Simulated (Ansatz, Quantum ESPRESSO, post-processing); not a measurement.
# Work-function anisotropy of Ca, part 6 of 6

Which face of Ca holds its electrons most tightly, and does packing explain the order?

Quantum ESPRESSO 7.5; plane-wave DFT, PBE, GBRV ultrasoft pseudopotentials; geometry and cross-check by Ansatz 0.2.0 with PAW datasets.

So far. Step 11 (Potential by pp.x of (100)): On (100) the work function under PBEsol lies +0.04 eV from PBE's. Step 12 (Relaxation with Ansatz of (110)): The relaxation lowers the energy by 3 meV an atom. Held were the atoms numbered 3, 4 and 5; the forces quoted are those on the free ones.

## 15. Self-consistent run of (110), PBEsol

Level of this step: plane-wave DFT, PBEsol, GBRV ultrasoft pseudopotentials (Quantum ESPRESSO 7.5).

File 110.pbesol.in:

```
&control
  prefix = '110.pbesol'
  outdir = './out'
  pseudo_dir = './pseudo'
  calculation = 'scf'
  tprnfor = .true.
/
&system
  ibrav = 0
  nat = 7
  ntyp = 1
  ecutwfc = 40
  ecutrho = 200
  occupations = 'smearing'
  smearing = 'mv'
  degauss = 0.02
/
&electrons
  conv_thr = 1e-07
  mixing_beta = 0.4
  electron_maxstep = 120
  mixing_mode = 'local-TF'
/
ATOMIC_SPECIES
  Ca  40.0780  ca_pbesol_v1.uspp.F.UPF
CELL_PARAMETERS angstrom
  5.58000000000000 0.00000000000000 0.00000000000000
  0.00000000000000 3.94565583900000 0.00000000000000
  0.00000000000000 0.00000000000000 27.83696751710000
ATOMIC_POSITIONS crystal
  Ca  0.000000000000 0.000000000000 0.293081898789
  Ca  0.500000000000 0.500000000000 0.360815817043
  Ca  0.000000000000 0.000000000000 0.429129208500
  Ca  0.500000000000 0.500000000000 0.500000000000
  Ca  0.000000000000 0.000000000000 0.570870791500
  Ca  0.500000000000 0.500000000000 0.639184179143
  Ca  0.000000000000 0.000000000000 0.706918090101
K_POINTS automatic
  6 8 1 0 0 0
```

The run is started by

```sh
OMP_NUM_THREADS=1 mpirun -n 4 pw.x -nk 2 -in 110.pbesol.in > 110.pbesol.out
```

The program printed:

```text
[banner, memory and clock lines left out]
Program PWSCF v.7.5 starts
[...]
Message from routine setup:
[...]
number of electrons       =        70.00
     number of Kohn-Sham states=           42
     kinetic-energy cutoff     =      40.0000  Ry
     charge density cutoff     =     200.0000  Ry
[...]
number of k points=    20  Marzari-Vanderbilt smearing, width (Ry)=  0.0200
[...]
Dense  grid:   197523 G-vectors     FFT dimensions: (  48,  36, 240)
[...]
negative rho (up, down):  2.848E-05 0.000E+00
     Starting wfcs are   70 randomized atomic wfcs
[...]
estimated scf accuracy    <       0.94136201 Ry
[...]
estimated scf accuracy    <       0.69345579 Ry
[...]
estimated scf accuracy    <       0.06063285 Ry
[...]
estimated scf accuracy    <       0.02879469 Ry
[...]
estimated scf accuracy    <       0.06148984 Ry
[...]
estimated scf accuracy    <       0.00857326 Ry
[...]
estimated scf accuracy    <       0.01176627 Ry
[...]
negative rho (up, down):  1.863E-04 0.000E+00
[...]
estimated scf accuracy    <       0.00540757 Ry
[...]
negative rho (up, down):  2.236E-03 0.000E+00
[...]
estimated scf accuracy    <       0.00413959 Ry
[...]
negative rho (up, down):  3.118E-04 0.000E+00
[...]
estimated scf accuracy    <       0.00043463 Ry
[...]
negative rho (up, down):  5.021E-04 0.000E+00
[...]
estimated scf accuracy    <       0.00016774 Ry
[...]
negative rho (up, down):  4.928E-05 0.000E+00
[...]
estimated scf accuracy    <       0.00015896 Ry
[...]
negative rho (up, down):  1.082E-04 0.000E+00
[...]
estimated scf accuracy    <       0.00002494 Ry
[...]
negative rho (up, down):  1.620E-05 0.000E+00
[...]
estimated scf accuracy    <       0.00000154 Ry
[...]
negative rho (up, down):  8.405E-06 0.000E+00
[...]
estimated scf accuracy    <       0.00000093 Ry
[...]
negative rho (up, down):  3.197E-05 0.000E+00
[...]
estimated scf accuracy    <       0.00000064 Ry
[...]
negative rho (up, down):  2.233E-05 0.000E+00
[...]
the Fermi energy is     1.0278 ev
!    total energy              =    -523.79099549 Ry
     estimated scf accuracy    <       0.00000003 Ry
     smearing contrib. (-TS)   =      -0.00346922 Ry
     internal energy E=F+TS    =    -523.78752626 Ry
[...]
one-electron contribution =   -2119.82230975 Ry
     hartree contribution      =    1051.29297023 Ry
     xc contribution           =     -81.26091945 Ry
     ewald contribution        =     626.00273270 Ry
     convergence has been achieved in  17 iterations
     negative rho (up, down):  2.233E-05 0.000E+00
[...]
Total force =     0.004755     Total SCF correction =     0.000505
[...]
```

The job ended after 1.8 min (4 MPI ranks of Arm Neoverse V2, shared host; peak memory 1.3 GiB; 7.3 min of CPU time).

This step gave:

| Item | Value |
| --- | --- |
| free energy | -7126.5395 eV |
| Fermi energy | 1.028 eV |

## 16. Electrostatic potential of (110)

File 110.pbesol.pot.in:

```
&inputpp
  prefix = '110.pbesol'
  outdir = './out'
  filplot = '110.pbesol.pot.dat'
  plot_num = 11
/
```

The run is started by

```sh
OMP_NUM_THREADS=1 mpirun -n 4 pp.x -in 110.pbesol.pot.in > 110.pbesol.pot.out
```

The job ended after 1 s (4 MPI ranks; peak memory 0.19 GiB; 3.7 s of CPU time).

Read from the output:

```
work function of the upper face                                       : 2.814 eV
slope of the potential above                                          : 0.001741 eV/Å
upper vacuum line continued to the top atoms, over the Fermi level    : 2.805 eV
work function of the lower face                                       : 2.814 eV
slope of the potential below                                          : -0.001314 eV/Å
lower vacuum line continued to the bottom atoms, over the Fermi level : 2.807 eV
```

On (110) the work function under PBEsol lies +0.03 eV from PBE's.

## 17. The series side by side

All levels:

```
        level  work function (eV)  Ansatz, PBE (eV)  CPU time (s)
   (111), PBE                2.91             2.953         221.8
(111), PBEsol               2.943                 -         224.3
   (100), PBE               2.765             2.773         189.9
(100), PBEsol               2.802                 -         171.6
   (110), PBE               2.784             2.807           415
(110), PBEsol               2.814                 -         439.4
```

## 18. The arithmetic

For (111) under PBE, on the run's own zero: φ = 4.414 − (1.504) = 2.910 eV.

## 19. Results

```yaml
work_function_of_111_pbe: 2.91 eV
work_function_of_111_pbesol: 2.94 eV
work_function_of_100_pbe: 2.77 eV
work_function_of_100_pbesol: 2.80 eV
work_function_of_110_pbe: 2.78 eV
work_function_of_110_pbesol: 2.81 eV
```

**Reading.** Under PBE the work functions are 2.91 eV on (111), 2.78 eV on (110) and 2.77 eV on (100). In order of packing, from 13.48 to 22.02 Å² an atom, the faces are (111), (100) and (110). The work function doesn't follow that order throughout, though the faces out of order lie within 0.1 eV, the error of these thin slabs. PBEsol lies +0.03 to +0.04 eV from PBE on the same atoms, nearly a rigid shift. The top two spacings change by -3.7 and -1.5 % on (111), -5.0 and -2.6 % on (100) and -4.4 and -3.6 % on (110). Ansatz, with Fermi-Dirac smearing and its own datasets, agrees within 0.04 eV under PBE. The slabs are thin and unreconstructed, at the tabulated lattice constant; thickness and mesh leave some 0.05 to 0.1 eV open.

Computed beside measured:

| quantity | measured | (111), PBE | (100), PBE | (110), PBE |
| --- | --- | --- | --- | --- |
| work function, loosely compared (polycrystalline sample, no single face) (eV) | 2.87 | 2.91 (+0.04 eV) | 2.77 (-0.10 eV) | 2.78 (-0.09 eV) |

Measured values from arxiv:1902.07811 (2019).

How well it matches: A polycrystal averages over faces, so this is a loose comparison.

[Logs are printed without paths, hosts, clocks, repeated set-up lines and the standing remarks that a program may print on its own settings, such as how far it seeks lower states.]

[Hosts, paths, dates, database ids (printed as entryN), source tags and the programs' standing remarks are cut or masked in the printed files.]

[Maps of the electrostatic potential energy from Ansatz leave out the sawtooth potential of an applied field or a dipole correction, so their vacuum need not be flat; planar profiles and work functions include it.]
